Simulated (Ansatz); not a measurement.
# BaCeSe3 (model cell, started as cubic perovskite with Ce in the octahedra): from the cell to its phonons, part 2 of 3

Aim: the vibrations of BaCeSe3 (model cell, started as cubic perovskite with Ce in the octahedra), their spectra, and whether the structure is stable.

Ansatz 0.2.0; DFT PBEsol, scalar-relativistic, plane waves, PAW; PAW set soft_1.

So far: The starting structure; Relaxation. The relaxed cell has a = 5.463 Å (conventional setting).

The structure was built from a prototype and need not be the compound's stable phase.

## Step 3: Tight relaxation, k-mesh 6×6×6

Phonons need a cell at rest on their own settings, so the relaxation is repeated with tight tolerances on forces and stress on the k mesh and occupations of the first response run.

Input file input.yaml:

```yaml
crystal:
  lattice:
    - [5.4631095288, 0.0, 0.0]
    - [0.0, 5.4631095288, 0.0]
    - [0.0, 0.0, 5.4631095288]
  atoms:
    - { symbol: Ba, position: [0.0, 0.0, 0.0] }
    - { symbol: Ce, position: [0.5, 0.5, 0.5] }
    - { symbol: Se, position: [0.5, 0.5, 0.0] }
    - { symbol: Se, position: [0.5, 0.0, 0.5] }
    - { symbol: Se, position: [0.0, 0.5, 0.5] }
kpoints:
  mp_grid: { grid: [6, 6, 6] }
hamiltonian:
  xc: pbesol
  pseudopotentials: { kind: paw, azcp: { folder: soft_1 }, xc_functional: pbe }
scf:
  occupations: { method: fixed }
output:
  forces: true
  stress: true
  eigenvalues: true
relax:
  adjacent_minimum: "off"
  f_tol: 0.001
  max_steps: 60
  cell: { stress_tol: 0.01 }
```

Command:

```
$ ansatz run input.yaml --threads 4 --pin off --max-ram 16384MiB --backend cpu --events-out ev --progress --plain --runs-dir out
```

Numbers of over 12 decimals in the logs are rounded to 6 here.

What it wrote:

```text
[...]
Crystal: 5 atoms, lattice volume = 163.050 Å³
Basis set: ecut = 420 eV, 3191 PW (Γ), exchange–correlation on 80×80×80 points (8 copies of the dense FFT grid, shifted against one another)
Bands: 42, of which v1, the nominal top of the filled ones, is band 35 counted from 1 (34 counted from 0)
Symmetry: 48 space group operations
[...]
k-points: 20 of 216
[...]
cell:  # Å, volume = 163.0496 Å³
    - [5.4631095288, 0.0, 0.0]
    - [0.0, 5.4631095288, 0.0]
    - [0.0, 0.0, 5.4631095288]
  atoms:
    - { symbol: Ba, position: [0.0, 0.0, 0.0] }
    - { symbol: Ce, position: [0.500000, 0.500000, 0.500000] }
    - { symbol: Se, position: [0.500000, 0.500000, 0.0] }
    - { symbol: Se, position: [0.500000, 0.0, 0.500000] }
    - { symbol: Se, position: [0.0, 0.500000, 0.500000] }
[key lines of the parts left out:]
SCF converged after 7 iterations
Free energy (F): -28628.681149 eV
Fermi energy:    7.426745 eV
P = ⅓ Tr σ = 0.0017 GPa (0.017 kbar)
```

It took 7.2 s on 4 threads of Arm Neoverse V2, shared host; peak memory 0.59 GiB.

Little changed from the start: no atom moved by 0.005 Å and no cell edge by 0.1 %.

This step gave:

| Item | Value |
| --- | --- |
| pressure | 0.001685 GPa |

The forces vanish by symmetry and the pressure is 0.002 GPa, within the tolerances set. The cell now holds 32.61 Å³/atom.

## Step 4: A first phonon run

The phonons are first tried on the mesh that the gap suggested.

Edit input.yaml of step 3 so:

```diff
@@ -19,9 +19,6 @@
 output:
-  forces: true
-  stress: true
   eigenvalues: true
-relax:
-  adjacent_minimum: "off"
-  f_tol: 0.001
-  max_steps: 60
-  cell: { stress_tol: 0.01 }
+phonons:
+  method: dfpt
+  dielectric: true
+  rigid_motions: translations
```

What it wrote:

```text
[...]
Crystal: 5 atoms, lattice volume = 163.050 Å³
Basis set: ecut = 420 eV, 3191 PW (Γ), exchange–correlation on 80×80×80 points (8 copies of the dense FFT grid, shifted against one another)
Bands: 42, of which v1, the nominal top of the filled ones, is band 35 counted from 1 (34 counted from 0)
Symmetry: 48 space group operations
k-points: 80 of 216 (irreducible under 2 space group operations, time reversal used)
[...]
optical modes at Γ + LO–TO along q̂ = [1.0000, 0.0000, 0.0000]:
      ω (cm⁻¹)  modes    IR ((D/Å)²/amu)
[...]
optical modes at Γ + LO–TO along q̂ = [0.0000, 1.0000, 0.0000]:
      ω (cm⁻¹)  modes    IR ((D/Å)²/amu)
[...]
optical modes at Γ + LO–TO along q̂ = [0.0000, 0.0000, 1.0000]:
      ω (cm⁻¹)  modes    IR ((D/Å)²/amu)
[...]
57.45      2             2.2328
         70.75      1             1.4939
        224.29      2            34.9819
        270.65      1            20.3922
[key lines of the parts left out:]
SCF converged after 18 iterations
Free energy (F): -28628.681149 eV
Fermi energy:    7.426745 eV
```

Wall time 2.2 min (4 threads); peak memory 2.7 GiB.

Numbers from this step:

| Item | Value |
| --- | --- |
| sum-rule residual before enforcement | 8.33e-5 eV/Å² |
| miss of the charge sum rule | 0.001004 e |
| estimated error of the dielectric tensor | 0.05380 |
| estimated error of the Born charges | 0.04039 e |
| point group | m-3m |
| highest optical mode at the zone centre (no LO-TO term) | 224.3 cm⁻¹ |
| lowest optical zone-centre mode | -51.08 cm⁻¹ |
| mean high-frequency dielectric constant | 10.93 |
| largest Born charge (third of the trace) | 6.904 e |
| top of the zone-centre spectrum with the field | 270.6 cm⁻¹ |

The highest optical mode at Γ without the field comes at 224.3 cm⁻¹, but the log warns of the mesh: “the force constants stand on the 6×6×6 k-mesh, whose period is 12.15 times the interband length at k = (-0.5000, -0.5000, -0.5000), direct gap 0.692 eV, under 14: take them and everything formed from them as unconverged”.

## Step 5: Relaxing to small forces for the phonons, k-mesh 8×8×8

The k mesh is raised to 8×8×8 since a zone-centre run on the first mesh warned that it was too coarse for the force constants, and the cell is relaxed again on it.

input.yaml, the sections that differ from step 4:

```yaml
kpoints:
  mp_grid: { grid: [8, 8, 8] }
output:
  forces: true
  stress: true
  eigenvalues: true
relax:
  adjacent_minimum: "off"
  f_tol: 0.001
  max_steps: 60
  cell: { stress_tol: 0.01 }
# crystal, hamiltonian, scf: as in step 4
# phonons: removed
```

What it wrote:

```text
[...]
Crystal: 5 atoms, lattice volume = 163.050 Å³
Basis set: ecut = 420 eV, 3191 PW (Γ), exchange–correlation on 80×80×80 points (8 copies of the dense FFT grid, shifted against one another)
Bands: 42, of which v1, the nominal top of the filled ones, is band 35 counted from 1 (34 counted from 0)
Symmetry: 48 space group operations
[...]
k-points: 35 of 512
[...]
cell:  # Å, volume = 163.0496 Å³
    - [5.4631095288, 0.0, 0.0]
    - [0.0, 5.4631095288, 0.0]
    - [0.0, 0.0, 5.4631095288]
  atoms:
    - { symbol: Ba, position: [0.0, 0.0, 0.0] }
    - { symbol: Ce, position: [0.500000, 0.500000, 0.500000] }
    - { symbol: Se, position: [0.500000, 0.500000, 0.0] }
    - { symbol: Se, position: [0.500000, 0.0, 0.500000] }
    - { symbol: Se, position: [0.0, 0.500000, 0.500000] }
[key lines of the parts left out:]
SCF converged after 7 iterations
Free energy (F): -28628.680991 eV
Fermi energy:    7.426615 eV
P = ⅓ Tr σ = 0.0034 GPa (0.034 kbar)
```

Run time: 11 s. Hardware: 4 threads; peak memory 0.64 GiB.

Little changed from the start: no atom moved by 0.005 Å and no cell edge by 0.1 %.

This step gave:

```yaml
pressure: 0.003363 GPa
gap_on_the_k_mesh: 0.6935 eV
direct_gap_on_mesh: 0.6935 eV
```

The forces vanish by symmetry and the pressure is 0.003 GPa, within the tolerances set. The cell now holds 32.61 Å³/atom.

## Step 6: Zone-centre response

The zone centre comes first: it holds the modes that light can see, as far as symmetry allows. The response to a homogeneous field gives the Born charges and the dielectric tensor.

Edit input.yaml of step 5 so:

```diff
@@ -19,9 +19,6 @@
 output:
-  forces: true
-  stress: true
   eigenvalues: true
-relax:
-  adjacent_minimum: "off"
-  f_tol: 0.001
-  max_steps: 60
-  cell: { stress_tol: 0.01 }
+phonons:
+  method: dfpt
+  dielectric: true
+  rigid_motions: translations
```

What it wrote:

```text
[...]
Crystal: 5 atoms, lattice volume = 163.050 Å³
Basis set: ecut = 420 eV, 3191 PW (Γ), exchange–correlation on 80×80×80 points (8 copies of the dense FFT grid, shifted against one another)
Bands: 42, of which v1, the nominal top of the filled ones, is band 35 counted from 1 (34 counted from 0)
Symmetry: 48 space group operations
k-points: 170 of 512 (irreducible under 2 space group operations, time reversal used)
[...]
SCF iter   1: F=—  HF=-28637.877105 eV  |F-HF|=—  |Δ(HF+E_count)|=         —  Δρ=3.39e-1  dr2=3.11e2  ethr=3.10e-3  ⟨swp⟩=4.0  Hψ=23211  notcnv=0  defer=527
[...]
SCF iter  17: F=-28628.680991 eV  HF=-28628.680991 eV  |F-HF|=7.28e-12  |Δ(HF+E_count)|=  1.02e-10  Δρ=1.98e-7  dr2=4.59e-11  ethr=1.00e-12  ⟨swp⟩=12.3  Hψ=52033  notcnv=0
SCF 1 converged in 17 iterations: F = -28628.680991 eV  dr2 = 4.59e-11
[...]
Bands: 36, of which v1, the nominal top of the filled ones, is band 35 counted from 1 (34 counted from 0)
k-points: 35 of 1000
[...]
Eigensolver: Dense (35 Hₖ)
SCF iter   1: F=—  HF=-28628.611003 eV  |F-HF|=—  |Δ(HF+E_count)|=         —  Δρ=1.62e-4  dr2=2.28e-5  ethr=1.00e-1
[...]
SCF iter   6: F=-28628.611010 eV  HF=-28628.611010 eV  |F-HF|=1.71e-10  |Δ(HF+E_count)|=   3.24e-8  Δρ=1.17e-6  dr2=3.02e-9  ethr=5.84e-10
SCF 1 converged in 6 iterations: F = -28628.611010 eV  dr2 = 3.02e-9
[...]
SCF converged after 17 iterations
Free energy (F): -28628.680991 eV
[...]
Internal energy: -28628.680991 eV  (E = F + TS)
E sigma→0 (E₀):  -28628.680991 eV
Fermi energy:    7.426614 eV
[...]
--- Band table (eV; the first three rows and the last of 170) ---
  k-point 0: bands = [... 31 lower, 6.1428, 6.7215, 6.7215, 6.7215, 8.1871, 8.5379, 8.5379, 8.5379, ... 3 higher]
  k-point 1: bands = [... 31 lower, 6.0513, 6.4116, 6.7070, 6.7070, 8.1825, 8.3992, 8.3992, 8.5102, ... 3 higher]
  k-point 2: bands = [... 31 lower, 5.8092, 5.8552, 6.6854, 6.6854, 8.1727, 8.2968, 8.2968, 8.4719, ... 3 higher]
  k-point 169: bands = [... 31 lower, 4.4298, 7.4266, 7.4266, 7.4266, 8.1201, 8.1653, 8.1653, 8.1653, ... 3 higher]
[...]
ASR residual: 3.392e-4 → 0.000e0 eV/Å²; symmetrization residual: 2.470e-5 eV/Å²
  ASR residual per site (eV/Å²): 3.70e-5 3.39e-4 5.67e-5 5.67e-5 5.67e-5
[...]
ε∞ (high-frequency dielectric tensor):
       10.930706    -0.000000     0.000000
       -0.000000    10.930706     0.000000
        0.000000     0.000000    10.930706
[...]
Born effective charges Z* (e; rows j = field, columns β = displacement):
    site 0:
         3.05443   -0.00000    0.00000
        -0.00000    3.05443    0.00000
         0.00000    0.00000    3.05443
    site 1:
         6.90979   -0.00000   -0.00000
         0.00000    6.90979    0.00000
         0.00000    0.00000    6.90979
    site 2:
        -1.84066    0.00000    0.00000
        -0.00000   -1.84066    0.00000
        -0.00000    0.00000   -6.28290
    site 3:
        -1.84066   -0.00000   -0.00000
         0.00000   -6.28290    0.00000
         0.00000    0.00000   -1.84066
    site 4:
        -6.28290   -0.00000   -0.00000
         0.00000   -1.84066    0.00000
         0.00000    0.00000   -1.84066
  Z* charge neutrality: 3.997e-3 e pre-enforcement
[...]
optical modes at Γ without the LO–TO term, one row a degenerate level:
      ω (cm⁻¹)  modes    IR ((D/Å)²/amu)
        -51.05      3            12.9380
        -40.23      3             0.0000
         57.44      3             3.3555
        224.38      3            52.5284
  optical modes at Γ + LO–TO along q̂ = [1.0000, 0.0000, 0.0000]:
      ω (cm⁻¹)  modes    IR ((D/Å)²/amu)
        -51.05      2             8.6254
        -40.23      3             0.0000
         13.67      1             1.0342
         57.44      2             2.2370
         70.76      1             1.4957
        224.38      2            35.0189
        270.74      1            20.4107
  optical modes at Γ + LO–TO along q̂ = [0.0000, 1.0000, 0.0000]:
      ω (cm⁻¹)  modes    IR ((D/Å)²/amu)
        -51.05      2             8.6254
        -40.23      3             0.0000
         13.67      1             1.0342
         57.44      2             2.2370
         70.76      1             1.4957
        224.38      2            35.0189
        270.74      1            20.4107
  optical modes at Γ + LO–TO along q̂ = [0.0000, 0.0000, 1.0000]:
      ω (cm⁻¹)  modes    IR ((D/Å)²/amu)
        -51.05      2             8.6254
        -40.23      3             0.0000
         13.67      1             1.0342
         57.44      2             2.2370
         70.76      1             1.4957
        224.38      2            35.0189
        270.74      1            20.4107
```

Run time: 4.1 min. Hardware: 4 threads; peak memory 4.9 GiB.

Reading the cycles: dr2 is the Hartree energy of the density residual (eV), the measure of convergence; HF is the Harris–Foulkes estimate of the energy, which meets the free energy F at convergence.

Numbers from this step:

```yaml
sum_rule_residual_before_enforcement: 3.39e-4 eV/Å²
miss_of_the_charge_sum_rule: 0.003997 e
estimated_error_of_the_dielectric_tensor: 0.05621
estimated_error_of_the_born_charges: 0.04080 e
highest_optical_mode_at_the_zone_centre_no_lo_to_term: 224.4 cm⁻¹
lowest_optical_zone_centre_mode: -51.05 cm⁻¹
largest_born_charge_third_of_the_trace: 6.910 e
top_of_the_zone_centre_spectrum_with_the_field: 270.7 cm⁻¹
```

Without the LO-TO term. Patterns of degenerate modes are one choice out of their space. The modes at Γ (shares of kinetic energy by element, %) (negative means imaginary):

| mode | frequency (cm⁻¹) | symmetry | Ba % | Ce % | Se % |
| --- | --- | --- | --- | --- | --- |
| 1 | -51.0 | T1u | 59 | 0 | 41 |
| 2 | -51.0 | T1u | 59 | 0 | 41 |
| 3 | -51.0 | T1u | 59 | 0 | 41 |
| 4 | -40.2 | T2u | 0 | 0 | 100 |
| 5 | -40.2 | T2u | 0 | 0 | 100 |
| 6 | -40.2 | T2u | 0 | 0 | 100 |
| 7 | 0.0 | acoustic | 27 | 27 | 46 |
| 8 | 0.0 | acoustic | 27 | 27 | 46 |
| 9 | 0.0 | acoustic | 27 | 27 | 46 |
| 10 | 57.4 | T1u | 14 | 47 | 39 |
| 11 | 57.4 | T1u | 14 | 47 | 39 |
| 12 | 57.4 | T1u | 14 | 47 | 39 |
| 13 | 224.4 | T1u | 0 | 26 | 74 |
| 14 | 224.4 | T1u | 0 | 26 | 74 |
| 15 | 224.4 | T1u | 0 | 26 | 74 |

Displacements in mode 1 (-51.0 cm⁻¹), the largest set to 1:
```
Ba1 -0.09 -0.28  1.00
Ce2  0.00  0.01 -0.03
Se3  0.07  0.22 -0.15
Se4  0.07  0.04 -0.77
Se5  0.01  0.22 -0.77
```

Displacements in mode 5 (-40.2 cm⁻¹), the largest set to 1:
```
Ba1  0.00  0.00  0.00
Ce2  0.00  0.00  0.00
Se3 -0.19  1.00  0.00
Se4  0.19  0.00  0.19
Se5  0.00 -1.00 -0.19
```

Optical modes at the zone centre, without and with the macroscopic field of the longitudinal modes; each column is sorted by frequency, so a row need not hold one and the same mode. Modes with and without the field, by row:

| rank among optical modes | no field (cm⁻¹) | q along (1, 0, 0) (cm⁻¹) |
| --- | --- | --- |
| 1 | -51 | -51 |
| 2 | -51 | -51 |
| 3 | -51 | -40.2 |
| 4 | -40.2 | -40.2 |
| 5 | -40.2 | -40.2 |
| 6 | -40.2 | 13.7 |
| 7 | 57.4 | 57.4 |
| 8 | 57.4 | 57.4 |
| 9 | 57.4 | 70.8 |
| 10 | 224.4 | 224.4 |
| 11 | 224.4 | 224.4 |
| 12 | 224.4 | 270.7 |

Born charge (rows field, columns displacement) (e), principal values of the symmetric part by kind of site:

| atom | atoms with these values | low | middle | high | mean |
| --- | --- | --- | --- | --- | --- |
| Ba1 | 1 | 3.05 | 3.05 | 3.05 | 3.05 |
| Ce2 | 1 | 6.91 | 6.91 | 6.91 | 6.91 |
| Se3 | 3 | -6.28 | -1.84 | -1.84 | -3.32 |

In full for Ce2:

```
6.91 0.00 0.00
0.00 6.91 0.00
0.00 0.00 6.91
```

High-frequency dielectric tensor:

```
10.93  0.00  0.00
 0.00 10.93  0.00
 0.00  0.00 10.93
```

Transverse modes; imaginary modes are left out. Lines of the infrared spectrum (strongest = 100):

| position (cm⁻¹) | label | relative intensity |
| --- | --- | --- |
| 57 | T1u | 6.4 |
| 224 | T1u | 100 |

Before it was imposed, the acoustic sum rule was missed by 3.4e-4 eV/Å² and the charge sum rule by 0.0040 e. Small misses are needed for a sound result but don't prove that mesh and cutoff are converged. Against the first mesh the highest mode moved by +0.1 cm⁻¹. The lowest optical mode is imaginary, 51.0i cm⁻¹, so the energy falls along it.

(Continued in part 3 of 3.)

[Logs are printed without paths, hosts, clocks, repeated set-up lines and the standing remarks that a program may print on its own settings, such as how far it seeks lower states.]

[Hosts, paths, dates, database ids (printed as entryN), source tags and the programs' standing remarks are cut or masked in the printed files.]
